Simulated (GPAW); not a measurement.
# Screening of a field by Li/Ta(110)

Wanted: the out-of-plane polarisability of Li/Ta(110).

Method: GPAW, PAW setups; slab in vacuum, relaxation, in the first sound run; inputs show where later runs differ, in GPAW 26.7.0.

Most raw output is cut from this account.

### 1. Starting point

The cell holds 5 atoms: 4 Ta and 1 Li. Its edges and angles: a = 2.867 Å, b = 2.867 Å, c = 28.151 Å, α = 90.0°, β = 90.0°, γ = 70.5°. Vacuum lies along c.

### 2. Relaxation

Forces are removed first; all later runs use this geometry. The lowest 2 atoms are held at bulk positions and keep their forces.

File run.py:

```python
import json
import numpy as np
from ase import Atoms
from ase.constraints import FixAtoms
from ase.optimize import BFGS
from gpaw import GPAW, PW

slab = Atoms(
    ['Ta', 'Ta', 'Ta', 'Ta', 'Li'],
    positions=[
        [0.00000, 0.00000, 9.00000],
        [2.34052, 0.00000, 11.34052],
        [0.00000, 0.00000, 13.68105],
        [2.34052, 0.00000, 16.02157],
        [2.34052, 0.00000, 19.15057]],
    cell=[[2.34052, -1.655, 0.0], [2.34052, 1.655, 0.0], [0.0, 0.0, 28.15057]],
    pbc=[True, True, False])

slab.calc = GPAW(mode=PW(400), xc='PBE', kpts={'size': (12, 12, 1), 'gamma': True},
                 occupations={'name': 'fermi-dirac', 'width': 0.1}, nbands='300%',
                 convergence={'density': 1e-05}, maxiter=200,
                 poissonsolver={'dipolelayer': 'xy'},
                 symmetry={'tolerance': 1e-3, 'extra_ids': [1, 1, 0, 0, 0]}, txt='slab.txt')
result = {}
slab.set_constraint(FixAtoms([0, 1]))
path = []
opt = BFGS(slab, maxstep=0.2)
opt.attach(lambda: path.append((slab.get_potential_energy(), slab.positions.tolist(), slab.get_forces().tolist())))
result['relaxed'] = bool(opt.run(fmax=0.03, steps=40))
result['path'] = path
energy = slab.get_potential_energy()
fermi = slab.calc.get_fermi_level()
v = slab.calc.get_electrostatic_potential().mean((0, 1)) - fermi
n = slab.calc.get_pseudo_density().mean((0, 1))
L = slab.cell[2, 2]
z = np.arange(len(v)) * L / len(v)
low, high = slab.positions[:, 2].min(), slab.positions[:, 2].max()
below, above = np.interp([low - 6.8, high + 6.8], z, v)
slopes = [np.interp(x, z, np.gradient(v, z)) for x in (low - 6.8, high + 6.8)]
eps = np.array([[slab.calc.get_eigenvalues(k, s) for k in range(len(slab.calc.get_ibz_k_points()))]
                for s in range(slab.calc.get_number_of_spins())]) - fermi
top, bottom = eps[eps < 0].max(), eps[eps > 0].min()
dipole = slab.get_dipole_moment()[2]
print(f'energy {energy:.4f} eV, Fermi level {fermi:.4f} eV, dipole {dipole:.5f} e A')
print(f'potential 6.8 A off the faces, from the Fermi level: lower {below:.4f} eV, upper {above:.4f} eV')
print(f'slope of the potential there: lower {slopes[0]:.5f}, upper {slopes[1]:.5f} eV/A')
print(f'nearest levels on the mesh: {top:.4f} and {bottom:.4f} eV')
print('magnetic moment', round(slab.get_magnetic_moment(), 3))
result.update(energy=energy, fermi=fermi, dipole=dipole, below=below, above=above, slopes=slopes, edges=[top, bottom],
              z=z.tolist(), v=v.tolist(), n=n.tolist(), positions=slab.positions.tolist(),
              forces=slab.get_forces(apply_constraint=False).tolist(), moments=slab.get_magnetic_moments().tolist())
json.dump(result, open('result.json', 'w'))
```

Launch:

```
OMP_NUM_THREADS=1 OPENBLAS_NUM_THREADS=1 python run.py
```

Run time: 79 min. Hardware: 1 thread of Intel Xeon Platinum 8259CL at 2.50GHz (Skylake/Cascade Lake), shared host; peak memory 0.43 GiB.

The steps of the relaxation:

```csv
step,energy less that of the first step (eV),largest force (eV/Å)
1,0.0000,0.3775
2,-0.0028,0.3747
3,-0.0519,0.4557
4,-0.0549,0.3709
5,-0.0644,0.1750
6,-0.0697,0.2386
7,-0.0718,0.2973
8,-0.0753,0.3349
9,-0.0844,0.3497
10,-0.0967,0.2390
11,-0.1036,0.0563
12,-0.1044,0.0107
```

The atoms that moved most (Å):

```
atom     dx     dy      dz  length
 Li5  0.000  0.000  -0.450   0.450
 Ta4  0.000  0.000  -0.073   0.073
```

The relaxed structure:

```cif
data_structure
_symmetry_space_group_name_H-M 'P 1'
_symmetry_Int_Tables_number 1
_cell_length_a 2.8665
_cell_length_b 2.8665
_cell_length_c 28.1506
_cell_angle_alpha 90.000
_cell_angle_beta 90.000
_cell_angle_gamma 70.529
_cell_volume 218.09
loop_
_atom_site_label
_atom_site_type_symbol
_atom_site_fract_x
_atom_site_fract_y
_atom_site_fract_z
_atom_site_occupancy
Ta1 Ta 0.00000 0.00000 0.31971 1
Ta2 Ta 0.50000 0.50000 0.40285 1
Ta3 Ta 0.00000 0.00000 0.48596 1
Ta4 Ta 0.50000 0.50000 0.56654 1
Li5 Li 0.50000 0.50000 0.66430 1
```

This step gave:

| Item | Value |
| --- | --- |
| dipole along the normal | 0.04885 e·Å |
| levels nearest the Fermi level on the mesh | -0.008416, 0.01943 eV from the Fermi level |
| upper work function | 3.661 eV |
| lower work function | 4.803 eV |

The electrostatic potential energy of an electron (without an applied field's), less the Fermi level, planar mean oscillates, so the rows of the table below give means over windows of 2.29 Å about each position, cut where the curve ends. Its maxima inside the range that stand out by 2 % of the span (Å: eV): 10.2: -1.33, 12.5: -1.28, 14.8: -1.98, 17.5: 2.06. Its minima: 9.0: -25.3, 11.4: -25.2, 13.7: -25.2, 16.0: -25.4, 18.8: -4.11.

Electrostatic potential energy of an electron (without an applied field's), less the Fermi level, planar mean against z; means over each step:

```csv
z (Å),"electrostatic potential energy of an electron (without an applied field's), less the Fermi level, planar mean (eV)"
1.15,4.76
3.44,4.80
5.72,4.70
8.02,-6.55
10.30,-11.5
12.59,-11.5
14.88,-12.4
17.18,-4.66
19.46,-0.413
21.75,3.52
24.04,3.66
26.34,3.66
```

The pseudo valence density, planar mean oscillates, so the rows of the table below give means over windows of 2.29 Å about each position, cut where the curve ends. Its maxima inside the range that stand out by 2 % of the span (Å: e/Å³): 9.0: 1.51, 11.3: 1.47, 13.8: 1.47, 15.8: 1.46. Its minima: 10.2: 0.279, 12.5: 0.275, 14.8: 0.299.

The pseudo valence density, planar mean by z; means over each step:

z (Å), pseudo valence density, planar mean (e/Å³) and a bar:
```
     3.44       0.00 
     5.72       0.00 
     8.02       0.46 ###################
    10.30       0.70 ############################
    12.59       0.70 ############################
    14.88       0.75 ##############################
    17.18       0.34 ##############
    19.46       0.03 #
    21.75       0.00 
    24.04       0.00
```

The relaxation lowered the energy of the cell by 0.104 eV (energies extrapolated to zero smearing; the optimiser's log prints free energies). The largest force left on a free atom is 0.011 eV/Å.

### 3. The slab's potential

The work function is the vacuum plateau of the electrostatic potential less the Fermi level; a dipole layer lets the two faces have plateaus of their own.

This step: GPAW, PAW setups; slab in vacuum (GPAW 26.7.0).

Changes to run.py since step 2:

```diff
@@ -3,4 +3,2 @@
 from ase import Atoms
-from ase.constraints import FixAtoms
-from ase.optimize import BFGS
 from gpaw import GPAW, PW
@@ -11,6 +9,6 @@
         [0.00000, 0.00000, 9.00000],
-        [2.34052, 0.00000, 11.34052],
-        [0.00000, 0.00000, 13.68105],
-        [2.34052, 0.00000, 16.02157],
-        [2.34052, 0.00000, 19.15057]],
+        [2.34052, -0.00000, 11.34052],
+        [0.00000, 0.00000, 13.68015],
+        [2.34052, -0.00000, 15.94831],
+        [2.34052, -0.00000, 18.70031]],
     cell=[[2.34052, -1.655, 0.0], [2.34052, 1.655, 0.0], [0.0, 0.0, 28.15057]],
@@ -22,10 +20,4 @@
                  poissonsolver={'dipolelayer': 'xy'},
-                 symmetry={'tolerance': 1e-3, 'extra_ids': [1, 1, 0, 0, 0]}, txt='slab.txt')
+                 symmetry={'tolerance': 1e-3}, txt='slab.txt')
 result = {}
-slab.set_constraint(FixAtoms([0, 1]))
-path = []
-opt = BFGS(slab, maxstep=0.2)
-opt.attach(lambda: path.append((slab.get_potential_energy(), slab.positions.tolist(), slab.get_forces().tolist())))
-result['relaxed'] = bool(opt.run(fmax=0.03, steps=40))
-result['path'] = path
 energy = slab.get_potential_energy()
```

The job ended after 10 min (1 thread; peak memory 0.42 GiB).

This step gave:

```
dipole along the normal                    : 0.04883 e·Å
levels nearest the Fermi level on the mesh : -0.008409, 0.01940 eV from the Fermi level
```

The electrostatic potential energy of an electron (without an applied field's), less the Fermi level, planar mean oscillates, so the rows of the table below give means over windows of 2.29 Å about each position, cut where the curve ends. Its maxima inside the range that stand out by 2 % of the span (Å: eV): 10.2: -1.33, 12.5: -1.28, 14.8: -1.98, 17.5: 2.06. Its minima: 9.0: -25.3, 11.4: -25.2, 13.7: -25.2, 16.0: -25.4, 18.8: -4.11.

The electrostatic potential energy of an electron (without an applied field's), less the Fermi level, planar mean by z; means over each step:

z (Å), electrostatic potential energy of an electron (without an applied field's), less the Fermi level, planar mean (eV) and a bar from the least value:
```
     1.15        4.8 ##############################
     3.44        4.8 ##############################
     5.72        4.7 ##############################
     8.02       -6.6 ##########
    10.30      -11.5 ##
    12.59      -11.5 ##
    14.88      -12.4 
    17.18       -4.7 #############
    19.46       -0.4 #####################
    21.75        3.5 ############################
    24.04        3.7 ############################
    26.34        3.7 ############################
```

The pseudo valence density, planar mean oscillates, so the rows of the table below give means over windows of 2.29 Å about each position, cut where the curve ends. Its maxima inside the range that stand out by 2 % of the span (Å: e/Å³): 9.0: 1.51, 11.3: 1.47, 13.8: 1.47, 15.8: 1.46. Its minima: 10.2: 0.279, 12.5: 0.275, 14.8: 0.299.

Table of pseudo valence density, planar mean by z; means over each step:

```
z (Å)  pseudo valence density, planar mean (e/Å³)
 3.44                                      1.3e-5
 5.72                                     0.00297
 8.02                                       0.462
10.30                                       0.703
12.59                                       0.702
14.88                                       0.748
17.18                                       0.337
19.46                                      0.0300
21.75                                     0.00259
24.04                                      3.5e-5
```

Force by atom:

```csv
atom,x (eV/Å),y (eV/Å),z (eV/Å),size
Ta1,0.000,0.000,0.385,0.385
Ta2,0.000,0.000,-0.390,0.390
Ta3,0.000,0.000,0.002,0.002
Ta4,0.000,0.000,-0.007,0.007
Li5,0.000,0.000,0.011,0.011
```

The potential is flat to 1.3e-4 eV/Å where it is read, so the vacuum is wide enough.

### 4. Field on

A uniform field along the normal polarises the slab; the atoms stay fixed, so this is the electronic response alone.

Changes to run.py since step 3:

```diff
@@ -4,2 +4,3 @@
 from gpaw import GPAW, PW
+from gpaw.external import ConstantElectricField
 
@@ -20,2 +21,3 @@
                  poissonsolver={'dipolelayer': 'xy'},
+                 external=ConstantElectricField(-0.2, [0, 0, 1]),
                  symmetry={'tolerance': 1e-3}, txt='slab.txt')
```

Run time: 18 min. Hardware: 1 thread; peak memory 0.66 GiB.

This step gave:

```yaml
dipole_along_the_normal: -0.07259 e·Å
levels_nearest_the_fermi_level_on_the_mesh: -0.007169, 0.02028 eV from the Fermi level
potential_below_the_slab_the_applied_field_s_own_ramp_left_out: 3.361 eV from the Fermi level
potential_above_the_slab_the_applied_field_s_own_ramp_left_out: 5.057 eV from the Fermi level
```

The electrostatic potential energy of an electron (without an applied field's), less the Fermi level, planar mean oscillates, so the rows of the table below give means over windows of 2.29 Å about each position, cut where the curve ends. Its maxima inside the range that stand out by 2 % of the span (Å: eV): 10.2: -2.10, 12.5: -1.59, 14.8: -1.83, 17.6: 2.76. Its minima: 9.0: -26.4, 11.4: -25.7, 13.7: -25.3, 16.0: -25.0, 18.8: -3.16.

Electrostatic potential energy of an electron (without an applied field's), less the Fermi level, planar mean against z; means over each step:

z (Å), electrostatic potential energy of an electron (without an applied field's), less the Fermi level, planar mean (eV) and a bar from the least value:
```
     1.15        3.4 ###########################
     3.44        3.4 ###########################
     5.72        3.3 ###########################
     8.02       -7.8 ########
    10.30      -12.3 
    12.59      -11.7 #
    14.88      -12.2 
    17.18       -4.0 ##############
    19.46        0.7 ######################
    21.75        4.9 ##############################
    24.04        5.1 ##############################
    26.34        5.1 ##############################
```

Force by atom:

```csv
atom,x (eV/Å),y (eV/Å),z (eV/Å),size
Ta1,0.000,0.000,0.390,0.390
Ta2,0.000,0.000,-0.396,0.396
Ta3,0.000,0.000,0.003,0.003
Ta4,0.000,0.000,-0.012,0.012
Li5,0.000,0.000,0.018,0.018
```

The dipole is now -0.0726 e Å, against 0.049 in the run without a field.

### 5. Field on

Changes to run.py since step 4:

```diff
@@ -21,3 +21,3 @@
                  poissonsolver={'dipolelayer': 'xy'},
-                 external=ConstantElectricField(-0.2, [0, 0, 1]),
+                 external=ConstantElectricField(-0.1, [0, 0, 1]),
                  symmetry={'tolerance': 1e-3}, txt='slab.txt')
```

Wall time 17 min (1 thread); peak memory 0.65 GiB.

This step gave:

```yaml
dipole_along_the_normal: -0.01177 e·Å
levels_nearest_the_fermi_level_on_the_mesh: -0.007772, 0.01974 eV from the Fermi level
potential_below_the_slab_the_applied_field_s_own_ramp_left_out: 4.081 eV from the Fermi level
potential_above_the_slab_the_applied_field_s_own_ramp_left_out: 4.356 eV from the Fermi level
```

The electrostatic potential energy of an electron (without an applied field's), less the Fermi level, planar mean oscillates, so the rows of the table below give means over windows of 2.29 Å about each position, cut where the curve ends. Its maxima inside the range that stand out by 2 % of the span (Å: eV): 10.2: -1.72, 12.5: -1.44, 14.8: -1.90, 17.5: 2.41. Its minima: 9.0: -25.8, 11.4: -25.5, 13.7: -25.2, 16.0: -25.2, 18.8: -3.64.

Electrostatic potential energy of an electron (without an applied field's), less the Fermi level, planar mean against z; means over each step:

z (Å), electrostatic potential energy of an electron (without an applied field's), less the Fermi level, planar mean (eV) and a bar from the least value:
```
     1.15        4.1 ##############################
     3.44        4.1 ##############################
     5.72        4.0 #############################
     8.02       -7.2 #########
    10.30      -11.9 #
    12.59      -11.6 #
    14.88      -12.3 
    17.18       -4.3 ##############
    19.46        0.1 ######################
    21.75        4.2 ##############################
    24.04        4.4 ##############################
    26.34        4.4 ##############################
```

Force by atom:

| atom | x (eV/Å) | y (eV/Å) | z (eV/Å) | size |
| --- | --- | --- | --- | --- |
| Ta1 | 0.000 | 0.000 | 0.387 | 0.387 |
| Ta2 | 0.000 | 0.000 | -0.393 | 0.393 |
| Ta3 | 0.000 | 0.000 | 0.003 | 0.003 |
| Ta4 | 0.000 | 0.000 | -0.010 | 0.010 |
| Li5 | 0.000 | 0.000 | 0.014 | 0.014 |

The dipole is now -0.0118 e Å, against 0.049 in the run without a field.

### 6. In a field

Changes to run.py since step 5:

```diff
@@ -21,3 +21,3 @@
                  poissonsolver={'dipolelayer': 'xy'},
-                 external=ConstantElectricField(-0.1, [0, 0, 1]),
+                 external=ConstantElectricField(-0.05, [0, 0, 1]),
                  symmetry={'tolerance': 1e-3}, txt='slab.txt')
```

Wall time 14 min (1 thread); peak memory 0.65 GiB.

### 7. Field on

Changes to run.py since step 6:

```diff
@@ -21,3 +21,3 @@
                  poissonsolver={'dipolelayer': 'xy'},
-                 external=ConstantElectricField(-0.05, [0, 0, 1]),
+                 external=ConstantElectricField(0.05, [0, 0, 1]),
                  symmetry={'tolerance': 1e-3}, txt='slab.txt')
```

Elapsed: 14 min, on 1 thread; peak memory 0.66 GiB.

### 8. Field on

Changes to run.py since step 7:

```diff
@@ -21,3 +21,3 @@
                  poissonsolver={'dipolelayer': 'xy'},
-                 external=ConstantElectricField(0.05, [0, 0, 1]),
+                 external=ConstantElectricField(0.1, [0, 0, 1]),
                  symmetry={'tolerance': 1e-3}, txt='slab.txt')
```

Wall time 13 min (1 thread); peak memory 0.66 GiB.

The dipole is now 0.109 e Å, against 0.049 in the run without a field.

### 9. In a field

Changes to run.py since step 8:

```diff
@@ -21,3 +21,3 @@
                  poissonsolver={'dipolelayer': 'xy'},
-                 external=ConstantElectricField(0.1, [0, 0, 1]),
+                 external=ConstantElectricField(0.2, [0, 0, 1]),
                  symmetry={'tolerance': 1e-3}, txt='slab.txt')
```

Wall time 11 min (1 thread); peak memory 0.62 GiB.

The run was cut off at its time limit.

### 10. In a field

Changes to run.py since step 9:

```diff
@@ -21,3 +21,3 @@
                  poissonsolver={'dipolelayer': 'xy'},
-                 external=ConstantElectricField(0.2, [0, 0, 1]),
+                 external=ConstantElectricField(0.3, [0, 0, 1]),
                  symmetry={'tolerance': 1e-3}, txt='slab.txt')
```

It took 7.1 min on 1 thread; peak memory 0.63 GiB.

The run was cut off at its time limit.

### 11. The series

The members are put on one axis.

This step: induced dipole against applied field (GPAW 26.7.0).

The dipole along the normal by field:

| field (V/Å) | dipole along the normal (e·Å) |
| --- | --- |
| -0.200 | -0.0726 |
| -0.100 | -0.0118 |
| -0.050 | 0.0186 |
| 0.000 | 0.0488 |
| 0.050 | 0.0791 |
| 0.100 | 0.109 |

### 12. Results

```json
{"work function, upper and lower face": "3.661 and 4.803 eV", "dipole along the normal": "0.0488 e Å", "induced dipole per field": "0.607 e Å per V/Å", "out-of-plane polarisability per area, α/(ε0 A)": "14.2 Å"}
```

What this shows: The field induces 0.607 e Å per V/Å, a polarisable thickness α/(ε0 A) of 14.2 Å beside 9.70 Å between the outermost nuclei. A perfect conductor would give the distance between its two image planes; a dielectric of thickness t gives t(1 - 1/ε). The two faces differ by 1.1 eV, the step that the slab's dipole makes (e p/(ε0 A) gives 1.1 eV), so the dipole layer is needed. The induced dipole is linear in the field over this range. The cell of 7.75 Å² holds one Li, started on one chosen site; other sites and coverages weren't tried. The in-plane lattice was kept as typed, which isn't the functional's own and leaves some strain; spin-orbit coupling and temperature are left out.

[Logs are printed without paths, hosts, clocks, repeated set-up lines and the standing remarks that a program may print on its own settings, such as how far it seeks lower states.]

[Hosts, paths, dates, database ids (printed as entryN), source tags and the programs' standing remarks are cut or masked in the printed files.]
